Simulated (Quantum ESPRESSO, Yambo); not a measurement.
An input for Yambo 5.3.0 (BaAlGeH (P3m1)):

```
HF_and_locXC
gw0
dyson
ppa
em1d
rim_cut
RandQpts= 1000000
RandGvec= 1 RL
EXXRLvcs= 116 Ry
VXCRLvcs= 464 Ry
Chimod= "HARTREE"
% BndsRnXp
 1 | 121 |
%
NGsBlkXp= 9 Ry
% LongDrXp
 1 | 1 | 1 |
%
% GbndRnge
 1 | 121 |
%
DysSolver= "n"
ExtendOut
PPAPntXp= 27.21138 eV
% QPkrange
 3 | 3 | 17 | 20 |
 10 | 10 | 17 | 20 |
 1 | 1 | 17 | 20 |
%
```

```sh
OMP_NUM_THREADS=1 mpirun -n 4 yambo -F gw1.in -J gw1 -C gw1 > gw1.log
```

The stored states that it reads are on a 3×3×4 mesh. Symmetry: P3m1, No. 156, trigonal system. The conventional cell has a = 4.345 Å, b = 4.345 Å, c = 5.216 Å, α = 90.00°, β = 90.00°, γ = 120.00°. Nearest to Ba lie 3 H at 2.60 Å. Nearest to Al lie 1 H at 1.73 Å and 3 Ge at 2.55 Å. Nearest to Ge lie 3 Al at 2.55 Å. Nearest to H lie 1 Al at 1.73 Å and 3 Ba at 2.60 Å. Farther neighbours are not listed.

Question: Estimate wall time and host memory on 4 MPI ranks of Arm Neoverse V1, shared host.

It took 3.3 min; on shared hardware allow 98 s to 6.5 min. Peak host memory was 2.9 GiB.

The screening grows as filled bands × empty bands × pairs of k points, times the square of the screening basis for the matrix.

[Paths, hosts, dates, memory and timing lines, banners, echoed tables and standing remarks are left out of the program output.]

[Logs are printed without paths, hosts, clocks, repeated set-up lines and the standing remarks that a program may print on its own settings, such as how far it seeks lower states.]

[Runs of the session that timed out or met a known fault of the program may be left out.]

[Hosts, paths, dates, database ids (printed as entryN), source tags and the programs' standing remarks are cut or masked in the printed files.]
